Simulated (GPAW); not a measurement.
# A B chain with a Na atom bridging one bond: transmission at several levels, part 2 of 2

Aim: T(E), conductance and thermopower of a B chain with a Na atom bridging one bond, and what cheaper settings cost in accuracy.

GPAW 26.7.0; GPAW LCAO, PAW setups; Landauer transmission from Green's functions with principal layers (ASE), zero bias.

So far, transmission at the Fermi level (one spin): step 2 (double-zeta polarised basis, PBE, GPAW) 1.98; step 3 (basis szp(dzp), PBE, GPAW) 1.98; step 4 (basis sz(dzp), PBE, GPAW) 1.97; step 5 (LDA) 1.98.

### Step 8. Potential alignment off

Without the shift, lead and junction are matched by their Fermi levels alone.

This step: GPAW LCAO, PAW setups; Landauer transmission from Green's functions with principal layers (ASE), zero bias (GPAW 26.7.0).

Input file run.py:

```python
import json
import numpy as np
from ase import Atoms
from ase.transport.calculators import TransportCalculator
from gpaw import GPAW, FermiDirac
from gpaw.lcao.tools import get_lcao_hamiltonian
from scipy.linalg import eigh

# The junction with lead layers at both ends, along the third cell vector
device = Atoms(
    ['B', 'B', 'B', 'B', 'B', 'B', 'Na', 'B', 'B', 'B', 'B', 'B', 'B'],
    positions=[
        [4.50000, 4.50000, 0.77500],
        [4.50000, 4.50000, 2.32500],
        [4.50000, 4.50000, 3.87500],
        [4.50000, 4.50000, 5.42500],
        [4.50000, 4.50000, 6.97500],
        [4.50000, 4.50000, 8.52500],
        [6.65417, 4.50000, 9.40000],
        [4.50000, 4.50000, 10.27500],
        [4.50000, 4.50000, 11.82500],
        [4.50000, 4.50000, 13.37500],
        [4.50000, 4.50000, 14.92500],
        [4.50000, 4.50000, 16.47500],
        [4.50000, 4.50000, 18.02500]],
    cell=[[9.0, 0.0, 0.0], [0.0, 9.0, 0.0], [0.0, 0.0, 18.8]],
    pbc=True)

# One principal layer of the lead: the first 4 atoms of the device
lead = Atoms(
    ['B', 'B', 'B', 'B'],
    positions=[
        [4.50000, 4.50000, 0.77500],
        [4.50000, 4.50000, 2.32500],
        [4.50000, 4.50000, 3.87500],
        [4.50000, 4.50000, 5.42500]],
    cell=[[9.0, 0.0, 0.0], [0.0, 9.0, 0.0], [0.0, 0.0, 6.2]],
    pbc=True)

settings = dict(mode='lcao', basis='dzp', xc='PBE', h=0.2,
                occupations=FermiDirac(0.1), maxiter=250,
                mixer=dict(beta=0.1, nmaxold=8, weight=100.0),
                convergence=dict(density=0.0001))
energies = np.arange(-3, 3 + 1e-9, 0.075)
eta = 0.0001
n1, n2 = 1, 1
# k and -k transmit alike, so half of the mesh across the current serves
mesh = [(i, j) for i in range(n1) for j in range(n2) if (i, j) <= (-i % n1, -j % n2)]
weights = np.array([1 if (i, j) == (-i % n1, -j % n2) else 2 for i, j in mesh]) / (n1 * n2)

# [... helper functions left out ...]
fermi_lead = ground_state(lead, (1, 1, 18), 'lead.txt')
fermi_device = ground_state(device, (1, 1, 4), 'device.txt')
# [... loop over the mesh left out, but for ...]
        # Lead and device are aligned by their Fermi levels alone
        shift = 0.0
# [...]
kT = 8.617333e-5 * 300
bias = [0.1, 0.2, 0.5, 1.0, 1.5, 2.0]
# [... integrals and printing left out ...]
```

Run with:

```sh
$ OMP_NUM_THREADS=1 OPENBLAS_NUM_THREADS=1 python run.py
```

The program printed:

```text
basis functions: device 173, principal layer 52
Fermi level: lead -4.8868 eV, device -4.2616 eV; lead shifted by 0.0000 eV
largest coupling past the next layer 9.55e-05 eV, largest misfit of the first layer 0.113 eV
  E-E_F (eV)   T (one spin)  [channel counts left out]
    -3.000    9.9461e-01
    -2.925    9.9674e-01
    -2.850    9.9829e-01
    -2.775    9.9862e-01
    -2.700    9.9664e-01
    -2.625    9.9012e-01
    -2.550    9.7301e-01
    -2.475    9.1489e-01
    -2.400    8.8978e-07
    -2.325    2.8561e-09
    -2.250    2.1120e-10
    -2.175    3.3970e-11
    -2.100    8.8448e-12
    -2.025    3.6732e-12
    -1.950    2.3314e-12
    -1.875    1.9179e-12
[...]
2.475    1.8719e+00
     2.550    1.8762e+00
     2.625    1.8831e+00
     2.700    1.8946e+00
     2.775    1.9168e+00
     2.850    1.9558e+00
     2.925    1.4083e+00
     3.000    1.7412e+00
conductance at 300 K: 1.9806 G0 a cell; thermopower 0.2726 uV/K
current from the zero-bias T(E) at 0.1 V: 15.345 uA
current from the zero-bias T(E) at 0.2 V: 30.689 uA
current from the zero-bias T(E) at 0.5 V: 76.694 uA
current from the zero-bias T(E) at 1.0 V: 153.18 uA
current from the zero-bias T(E) at 1.5 V: 229.14 uA
current from the zero-bias T(E) at 2.0 V: 288.14 uA
```

The job ended after 60 s (1 thread of Arm Neoverse N1, shared host; peak memory 0.68 GiB).

Numbers from this step:

| Quantity | Value |
| --- | --- |
| conductance | 1.981 G₀ |
| largest coupling past the next principal layer | 9.55e-5 eV |
| largest misfit of the first principal layer | 0.1131 eV |
| shift that aligns the lead | 0 eV |
| transmission at the Fermi level (one spin) | 1.981 |

One spin. The transmission, zone mean by energy, zero at the Fermi level:

```
energy (eV)  transmission, zone mean
      -3.00                    0.995
      -2.85                    0.998
      -2.70                    0.997
      -2.55                    0.973
      -2.33                   2.9e-9
      -2.17                  3.4e-11
      -2.02                  3.7e-12
      -1.88                  1.9e-12
      -1.73                  1.7e-12
      -1.57                  1.6e-12
      -1.35                  4.2e-12
      -1.20                   5.1e-9
      -1.05                   2.7e-8
      -0.90                     1.50
      -0.75                     1.97
      -0.60                     1.99
      -0.38                     2.00
      -0.23                     1.99
      -0.07                     1.99
       0.00                     1.98
       0.07                     1.97
       0.23                     1.96
       0.38                     1.95
       0.60                     1.94
       0.75                     1.93
       0.90                     1.92
       1.05                     1.91
       1.20                     1.90
       1.35                     1.90
       1.57                     1.88
       1.73                     1.88
       1.88                     1.87
       2.02                     1.87
       2.17                     1.87
       2.33                     1.87
       2.55                     1.88
       2.70                     1.89
       2.85                     1.96
       3.00                     1.74
```

Not self-consistent under bias; the bias window is split evenly. Current through one cell, from the zero-bias transmission against bias:

```
bias (V)  current through one cell, from the zero-bias transmission (μA)
   0.100                                                            15.3
   0.200                                                            30.7
   0.500                                                            76.7
   1.000                                                             153
   1.500                                                             229
   2.000                                                             288
```

Transmission of the three most open eigenchannels against energy, zero at the Fermi level:

```
energy (eV)  channel 1  channel 2  channel 3
      -3.00      0.995    2.2e-12          0
      -2.85      0.998    2.1e-12          0
      -2.70      0.997    2.1e-12          0
      -2.55      0.973    2.0e-12          0
      -2.33     2.9e-9    1.9e-12          0
      -2.17    3.2e-11    1.9e-12          0
      -2.02    1.8e-12    1.8e-12          0
      -1.88    1.8e-12          0          0
      -1.73    1.7e-12          0          0
      -1.57    1.6e-12          0          0
      -1.35    2.3e-12    1.6e-12          0
      -1.20     5.1e-9    1.5e-11    1.5e-12
      -1.05     2.3e-8     4.1e-9    1.4e-12
      -0.90      0.784      0.717    1.4e-12
      -0.75      0.994      0.980    1.3e-12
      -0.60      0.998      0.994    1.3e-12
      -0.38      0.999      0.999    1.2e-12
      -0.23      0.998      0.996    1.2e-12
      -0.07      0.997      0.989    1.1e-12
       0.00      0.996      0.985    1.1e-12
       0.07      0.994      0.981    1.0e-12
       0.23      0.991      0.972          0
       0.38      0.988      0.963          0
       0.60      0.984      0.953          0
       0.75      0.982      0.947          0
       0.90      0.980      0.941          0
       1.05      0.978      0.935          0
       1.20      0.975      0.930          0
       1.35      0.972      0.924          0
       1.57      0.968      0.917          0
       1.73      0.965      0.913          0
       1.88      0.962      0.910          0
       2.02      0.960      0.908          0
       2.17      0.959      0.908          0
       2.33      0.957      0.910          0
       2.55      0.957      0.919          0
       2.70      0.957      0.937          0
       2.85      0.998      0.958    2.7e-12
       3.00      0.958      0.783    2.1e-12
```

The conductance equals that of the dzp run to 0.2 %.

### Step 9. A second varied run

A last run, with other settings again.

run.py: that of step 8 with these lines changed.

```diff
@@ -39,4 +39,4 @@
 
-settings = dict(mode='lcao', basis='dzp', xc='PBE', h=0.2,
-                occupations=FermiDirac(0.1), maxiter=250,
+settings = dict(mode='lcao', basis='dzp', xc='pbe96', h=0.2,
+                occupations=FermiDirac(0.1), maxiter=50,
                 mixer=dict(beta=0.1, nmaxold=8, weight=100.0),
@@ -54,4 +54,4 @@
 # [... loop over the mesh left out, but for ...]
-        # Lead and device are aligned by their Fermi levels alone
-        shift = 0.0
+        # Shift the lead onto the potential of the device's first layer
+        shift = ((H[:, 0, 0] - H0[:, 0, 0]) / S0[0, 0]).real.mean()
 # [...]
```

The program printed:

```text
NameError: Unknown functional: pbe96.
```

Elapsed: 1.1 s, on 1 thread; peak memory 0.1 GiB.

The input was rejected at the start.

The program's message: “NameError: Unknown functional: pbe96.”

The change that led to it: xc = "pbe96".

### Step 10. Outcome

| Quantity | Value |
| --- | --- |
| conductance | 1.98 G₀ |
| transmission at the Fermi level, mean of the spins | 1.98 |
| thermopower | about 0 (under 1.5 μV/K) |

In the dzp basis the junction conducts 1.98 G₀ at 300 K, with T = 1.98 a spin at the Fermi level; the sz basis reaches that conductance within 10 %. At the Fermi level two eigenchannels carry the current (1.00 and 0.99). Measured against the first run (dzp), the nearest curve is that of dzp-LDA (r.m.s. 0.11) and the farthest that of sz (0.41). Over the compared runs wall time goes from 28 s (sz) to 60 s (dzp), on a shared host. The geometry was built from estimated bond lengths and not relaxed, so the numbers describe this model structure. The run had no spin polarisation, so a magnetic state, which chains and small molecules with open shells often have, wasn't tested. An evenly spaced straight chain is an idealisation: free chains tend to dimerise, zigzag or, where a band edge lies near the Fermi level, turn magnetic. The currents use the zero-bias T(E) throughout, which holds only while the bias is small against the distance to the nearest feature. The energy step is wider than the thermal energy, so the conductance and thermopower rest on interpolation of T(E).

[Logs are printed without paths, hosts, clocks, repeated set-up lines and the standing remarks that a program may print on its own settings, such as how far it seeks lower states.]

[Hosts, paths, dates, database ids (printed as entryN), source tags and the programs' standing remarks are cut or masked in the printed files.]
